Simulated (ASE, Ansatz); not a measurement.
# Structural relaxation of RbCl(100) slab (54 atoms)

Aim: bring RbCl(100) slab (54 atoms) to a nearby minimum of the energy and see what moves.

Main program and level: Ansatz 0.2.0; Kohn-Sham DFT, PBE, PAW (set soft_2), plane waves.

### 1. The structure

The cell holds 54 atoms: 27 Rb and 27 Cl. Cell: a = 13.979 Å, b = 13.979 Å, c = 20.590 Å, α = 90.0°, β = 90.0°, γ = 90.0°. It derives from RbCl (rock-salt). Rock-salt RbCl (a = 6.59 Å), (100) slab of 3 repeat layers, 3 x 3 surface cells, 14 Å of vacuum; atoms within 2.97 Å of the bottom held; not relaxed, displaced by a Gaussian of 0.02 Å. Vacuum lies along c.

What the set-up can't give: Only the Γ point is sampled, in a cell whose shortest periodic width is 14 Å.

### 2. Single point at the start

A single point comes first, to see the forces before anything moves.

Contents of input.yaml:

```yaml
crystal:
  lattice:
    - [13.9795, 0.0, 0.0]
    - [0.0, 13.9795, 0.0]
    - [0.0, 0.0, 20.59]
  atoms:
    - { symbol: Rb, position: [0.00168, 0.99906, 0.33978] }
    - { symbol: Cl, position: [0.16762, 0.16813, 0.34019] }
    - { symbol: Rb, position: [0.16942, 0.16794, 0.49962] }
    - { symbol: Cl, position: [0.00327, 0.99899, 0.49826] }
    [... 44 atom lines left out ...]
    - { symbol: Rb, position: [0.66731, 0.66736, 0.34174] }
    - { symbol: Cl, position: [0.83295, 0.8328, 0.34018] }
    - { symbol: Rb, position: [0.83584, 0.83322, 0.49943] }
    - { symbol: Cl, position: [0.66693, 0.66717, 0.50145] }
    - { symbol: Rb, position: [0.66684, 0.66641, 0.66076] }
    - { symbol: Cl, position: [0.83393, 0.83398, 0.65858] }
kpoints:
  mp_grid: { grid: [1, 1, 1] }
hamiltonian:
  xc: pbe
scf:
  occupations: { method: fixed }
output:
  forces: true
  populations: intrinsic
  dos:
    method: { smearing: { sigma: 0.1 } }
    de: 0.1
    projected: { site_lists: { Cl: [Cl], Rb: [Rb] } }
  eigenvalues: true
```

Started as:

```
$ ansatz run input.yaml --threads 4 --pin off --max-ram 8192MiB --backend cpu --events-out ev --progress --plain --runs-dir out
```

Elapsed: 29 s, on 4 threads of Arm Neoverse V2, shared host; peak memory 3.3 GiB; 1.9 min of CPU time.

The run gave:

| Property | Result |
| --- | --- |
| free energy | -117467.9980 eV |
| free energy per atom | -2175.3333 eV/atom |
| SCF cycles | 6 |
| r.m.s. force component | 0.04039 eV/Å |
| longest force | 0.1567 eV/Å |
| Fermi energy | -2.577 eV |
| gap (highest filled to lowest empty level) | 4.749 eV |

The r.m.s. force component of 0.040 eV/Å sets the starting point.

Neighbours are counted within 3.77 Å (Cl-Rb).

Length of the force by element and coordination:

```csv
element,coordination,atoms,mean length of the force (eV/Å),spread,least,most
Cl,all,27,0.0757,0.0227,0.029,0.123
Cl,5,18,0.0765,0.02,0.0384,0.106
Cl,6,9,0.074,0.0273,0.029,0.123
Rb,all,27,0.0517,0.0295,0.0069,0.157
Rb,5,18,0.0469,0.0219,0.0069,0.0864
Rb,6,9,0.0614,0.0387,0.0128,0.157
```

### 3. Relaxation

With the cell held, the atoms are moved downhill towards a nearby minimum.

input.yaml, the sections that differ from step 2:

```yaml
output:
  forces: true
relax:
  f_tol: 0.03
  max_steps: 200
  constraints:
    - { sites: [0, 1, 6, 7, 12, 13, 18, 19, 24, 25, 30, 31, 36, 37, 42, 43, 48, 49], fix: xyz }
# crystal, kpoints, hamiltonian, scf: as in step 2
```

It took 39 s on 4 threads; peak memory 3.1 GiB.

The steps of the relaxation:

| step | energy less that of the first step (eV) | largest force component, free atoms (eV/Å) |
| --- | --- | --- |
| 1 | 0.0000 | 0.1308 |
| 2 | -0.0473 | 0.0448 |
| 3 | -0.0630 | 0.0070 |

The atoms that moved most (Å):

```csv
atom,dx,dy,dz,length
Cl12,0.027,-0.030,0.123,0.129
Cl54,0.022,-0.011,0.125,0.127
Cl18,0.008,0.035,0.104,0.110
Rb9,0.061,0.022,0.083,0.105
Cl24,-0.036,0.017,0.091,0.099
Cl36,-0.009,-0.003,0.096,0.097
Cl30,-0.013,0.000,0.095,0.096
Rb35,-0.009,-0.003,0.091,0.092
```

The relaxation changed the energy by -1.17 meV/atom, and atoms moved by 0.06 Å r.m.s., 0.13 Å at most.

### 4. Local order after relaxation

Bonds before and after, by the cutoffs listed below:

```csv
pair,bonds before,bonds after,mean before (Å),mean after (Å),spread before (Å),spread after (Å)
Cl-Rb,144,144,3.295,3.305,0.027,0.023
```

Normalised to the volume that the atoms fill. g(r), total and by pair (bins of 0.1 Å):

| r (Å) | total | Cl-Cl | Cl-Rb | Rb-Rb |
| --- | --- | --- | --- | --- |
| 3.15 | 0.00 | 0.00 | 0.00 | 0.00 |
| 3.25 | 7.89 | 0.00 | 15.80 | 0.00 |
| 3.35 | 4.44 | 0.00 | 8.88 | 0.00 |
| 3.45 | 0.00 | 0.00 | 0.00 | 0.00 |
| 3.55 | 0.00 | 0.00 | 0.00 | 0.00 |
| 3.65 | 0.00 | 0.00 | 0.00 | 0.00 |
| 3.75 | 0.00 | 0.00 | 0.00 | 0.00 |
| 3.85 | 0.00 | 0.00 | 0.00 | 0.00 |
| 3.95 | 0.00 | 0.00 | 0.00 | 0.00 |
| 4.05 | 0.00 | 0.00 | 0.00 | 0.00 |
| 4.15 | 0.00 | 0.00 | 0.00 | 0.00 |
| 4.25 | 0.00 | 0.00 | 0.00 | 0.00 |
| 4.35 | 0.00 | 0.00 | 0.00 | 0.00 |
| 4.45 | 0.00 | 0.00 | 0.00 | 0.00 |
| 4.55 | 0.00 | 0.00 | 0.00 | 0.00 |
| 4.65 | 9.11 | 16.50 | 0.00 | 19.90 |
| 4.75 | 1.58 | 4.83 | 0.00 | 1.50 |
| 4.85 | 0.00 | 0.00 | 0.00 | 0.00 |
| 4.95 | 0.00 | 0.00 | 0.00 | 0.00 |
| 5.05 | 0.00 | 0.00 | 0.00 | 0.00 |
| 5.15 | 0.00 | 0.00 | 0.00 | 0.00 |
| 5.25 | 0.00 | 0.00 | 0.00 | 0.00 |
| 5.35 | 0.00 | 0.00 | 0.00 | 0.00 |
| 5.45 | 0.00 | 0.00 | 0.00 | 0.00 |
| 5.55 | 0.00 | 0.00 | 0.00 | 0.00 |
| 5.65 | 0.09 | 0.00 | 0.17 | 0.00 |
| 5.75 | 3.99 | 0.00 | 7.98 | 0.00 |
| 5.85 | 0.00 | 0.00 | 0.00 | 0.00 |
| 5.95 | 0.00 | 0.00 | 0.00 | 0.00 |
| 6.05 | 0.00 | 0.00 | 0.00 | 0.00 |
| 6.15 | 0.00 | 0.00 | 0.00 | 0.00 |
| 6.25 | 0.00 | 0.00 | 0.00 | 0.00 |
| 6.35 | 0.00 | 0.00 | 0.00 | 0.00 |
| 6.45 | 0.00 | 0.00 | 0.00 | 0.00 |
| 6.55 | 2.02 | 4.04 | 0.00 | 4.04 |
| 6.65 | 0.63 | 1.18 | 0.00 | 1.34 |
| 6.75 | 0.04 | 0.16 | 0.00 | 0.00 |
| 6.85 | 0.00 | 0.00 | 0.00 | 0.00 |
| 6.95 | 0.00 | 0.00 | 0.00 | 0.00 |
| 7.05 | 0.00 | 0.00 | 0.00 | 0.00 |
| 7.15 | 0.00 | 0.00 | 0.00 | 0.00 |
| 7.25 | 0.00 | 0.00 | 0.00 | 0.00 |
| 7.35 | 5.85 | 0.00 | 11.70 | 0.00 |
| 7.45 | 1.51 | 0.00 | 3.02 | 0.00 |

Bonds by pair of elements; cutoffs follow the first minimum of g(r), held within bounds set by covalent radii, and pairs that aren't listed don't count as bonded:

```csv
pair A-B,cutoff (Å),bonds,mean length (Å),spread (Å),shortest (Å),B about A,A about B
Cl-Rb,3.77,144,3.31,0.023,3.24,5.33,5.33
```

How many atoms have how many bonded neighbours:

```
element  mean   5  6
     Cl  5.33  18  9
     Rb  5.33  18  9
```

Bond angles (no mean is given where the spread exceeds 20°):

| angle | count | mean (°) | spread (°) |
| --- | --- | --- | --- |
| Rb-Cl-Rb | 315 | - | - |
| Cl-Rb-Cl | 315 | - | - |

Bond length by coordination (bonds to H left out):

| element | coordination | atoms | mean bond length (Å) |
| --- | --- | --- | --- |
| Cl | 5 | 18 | 3.30 |
| Cl | 6 | 9 | 3.31 |
| Rb | 5 | 18 | 3.30 |
| Rb | 6 | 9 | 3.31 |

First main peaks of g(r), for some of the pairs, lie near 4.68 Å (Cl-Cl), 3.29 Å (Cl-Rb) and 4.68 Å (Rb-Rb). By these cutoffs 67 % of Cl atoms have 5 and 67 % of Rb atoms have 5 bonded neighbours.

### 5. Single point at the relaxed geometry

One more single point at the end of the walk gives the fuller output and checks the residual forces.

Contents of input.yaml:

```yaml
crystal:
  lattice:
    - [13.9795, 0.0, 0.0]
    - [0.0, 13.9795, 0.0]
    - [0.0, 0.0, 20.59]
  atoms:
    - { symbol: Rb, position: [0.00168, 0.99906, 0.33978] }
    - { symbol: Cl, position: [0.16762, 0.16813, 0.34019] }
    - { symbol: Rb, position: [0.16883, 0.1668, 0.50178] }
    - { symbol: Cl, position: [0.00213, 0.99981, 0.50174] }
    [... 44 atom lines left out ...]
    - { symbol: Rb, position: [0.66731, 0.66736, 0.34174] }
    - { symbol: Cl, position: [0.83295, 0.8328, 0.34018] }
    - { symbol: Rb, position: [0.83554, 0.83321, 0.50223] }
    - { symbol: Cl, position: [0.66844, 0.66663, 0.50257] }
    - { symbol: Rb, position: [0.66867, 0.66665, 0.66412] }
    - { symbol: Cl, position: [0.83549, 0.8332, 0.66465] }
kpoints:
  mp_grid: { grid: [1, 1, 1] }
hamiltonian:
  xc: pbe
scf:
  occupations: { method: fixed }
output:
  forces: true
  populations: true
  dos:
    method: { smearing: { sigma: 0.08 } }
    de: 0.1
    projected: { site_lists: { Cl: [Cl], Rb: [Rb] } }
  eigenvalues: true
  write_density: true
  write_potential: true
  volumetric_format: npy
  elf: true
```

The job ended after 32 s (4 threads; peak memory 3.3 GiB; 2.1 min of CPU time).

The program notes that the exchange-correlation potential is rough where the density is thin.

Numbers from this run:

- free energy: -117468.0610 eV
- free energy per atom: -2175.3345 eV/atom
- SCF cycles: 6
- r.m.s. force component: 0.01864 eV/Å
- longest force: 0.08489 eV/Å
- Fermi energy: -2.583 eV
- gap (highest filled to lowest empty level): 4.739 eV
- potential in mid-vacuum, over the Fermi level: 5.981 eV
- potential 4.5 Å over the upper face: 5.995 eV
- potential 4.5 Å under the lower face: 5.968 eV
- spilling of the projection: 0.003727

Löwdin charges by element and coordination (they lack the spilled electrons, 0.030 e an atom on average):

```csv
element,coordination,atoms,mean charge (e),spread,least,most
Cl,all,27,-0.745,0.0094,-0.751,-0.731
Cl,5,18,-0.751,1.0e-4,-0.751,-0.751
Cl,6,9,-0.731,0,-0.731,-0.731
Rb,all,27,0.804,0.0192,0.777,0.819
Rb,5,18,0.818,3.0e-4,0.817,0.819
Rb,6,9,0.777,1.0e-4,0.777,0.777
```

States in the cell by windows of 1 eV, zero at the Fermi level; the larger projections on atomic orbitals stand beside the total:

```
from (eV)  to (eV)  total   Rb p   Cl p
      -10       -9    0.0    0.0    0.0
       -9       -8  161.5  158.7    1.4
       -8       -7    0.5    0.5    0.0
       -7       -1    0.0    0.0    0.0
       -1        0  158.9    1.4  152.6
        0        1    3.1    0.0    3.1
        1        4    0.0    0.0    0.0
        4        5    2.1    0.0    0.0
```

The curve was stored every 0.10 eV, coarse against its broadening of 0.08 eV, so these counts are rough.

With fixed occupations the program's Fermi level is the highest filled level; weight inside the gap is the broadening of levels at its edges.

Between -25 and -10 eV lie 108 more states.

The levels nearest the highest filled one (over half full), pooled over k-points and spins:

```
level less the highest filled one (eV)  occupation
                               -0.0734           2
                                -0.063           2
                               -0.0218           2
                               -0.0196           2
                               -4.0e-4           2
                                     0           2
                                  4.74           0
                                  5.12           0
                                  5.77           0
                                  5.77           0
                                  5.77           0
                                  5.78           0
```

Planar average of the electrostatic potential energy along the normal, with the Fermi level as zero, after a running mean with a triangular window 4 Å wide at its base:

| height (Å) | potential energy (eV) |
| --- | --- |
| 0.0 | 5.98 |
| 0.6 | 5.98 |
| 1.1 | 5.98 |
| 1.7 | 5.97 |
| 2.3 | 5.97 |
| 2.9 | 5.96 |
| 3.6 | 5.95 |
| 4.1 | 5.87 |
| 4.7 | 5.42 |
| 5.3 | 4.04 |
| 5.9 | 2.02 |
| 6.4 | 0.03 |
| 7.0 | -0.95 |
| 7.6 | -0.06 |
| 8.2 | 1.36 |
| 8.7 | 1.86 |
| 9.3 | 1.17 |
| 9.9 | -0.31 |
| 10.6 | -0.77 |
| 11.2 | 0.58 |
| 11.7 | 1.71 |
| 12.3 | 1.70 |
| 12.9 | 0.57 |
| 13.4 | -0.77 |
| 14.0 | -0.55 |
| 14.6 | 1.20 |
| 15.2 | 3.29 |
| 15.7 | 5.03 |
| 16.3 | 5.81 |
| 16.9 | 5.97 |
| 17.6 | 5.99 |
| 18.2 | 5.99 |
| 18.7 | 5.99 |
| 19.3 | 5.99 |
| 19.9 | 5.99 |
| 20.4 | 5.98 |

Mean Löwdin charges: Cl -0.74, Rb +0.80 e (they miss 0.37 % of the electrons, so they add up to more than the cell's charge). The potential stands 5.99 eV above the highest filled level over the upper face and 5.97 eV under the lower one, a reading of the ionisation potential at this level on the run's k-points, but a rough one: there is no dipole correction, and the values are taken inside the vacuum, not at the faces.

### 6. What came out

```
energy change in the relaxation                  : -1.167 meV/atom
r.m.s. displacement                              : 0.06 Å
largest displacement                             : 0.129 Å
free energy per atom                             : -2175.3345 eV/atom
r.m.s. force component                           : 0.01864 eV/Å
gap (highest filled to lowest empty level) : 4.739 eV
potential in mid-vacuum, over the Fermi level    : 5.981 eV
wall time of the 3 DFT runs                      : 1.7 min
```

Relaxation lowers the energy by 1.17 meV/atom and moves atoms by 0.06 Å r.m.s.; the r.m.s. force component goes from 0.040 to 0.019 eV/Å, held atoms included, and the gap from 4.75 to 4.74 eV. By the final cutoffs no bond was broken or made. First to last step the energy falls by 0.063 eV; the largest move, 0.13 Å, is that of Cl12, with 1 other atom within 2 % of it. The Cl-Rb bonds go from 3.295 Å (spread 0.027) to 3.305 Å (spread 0.023). Counting bonds as in the table, 67 % of Cl atoms have 5 and 67 % of Rb atoms have 5 bonded neighbours. Between filled and empty levels lie 4.74 eV at Γ alone; the mesh holds the band edges only if they fold onto it, so the gap at this level can be narrower or closed, and states at the surface or the caps may set it. The potential stands 5.99 eV above the highest filled level over the upper face and 5.97 eV under the lower one, a reading of the ionisation potential at this level on the run's k-points, but a rough one: there is no dipole correction, and the values are taken inside the vacuum, not at the faces.

[Logs are printed without paths, hosts, clocks, repeated set-up lines and the standing remarks that a program may print on its own settings, such as how far it seeks lower states.]

[Hosts, paths, dates, database ids (printed as entryN), source tags and the programs' standing remarks are cut or masked in the printed files.]
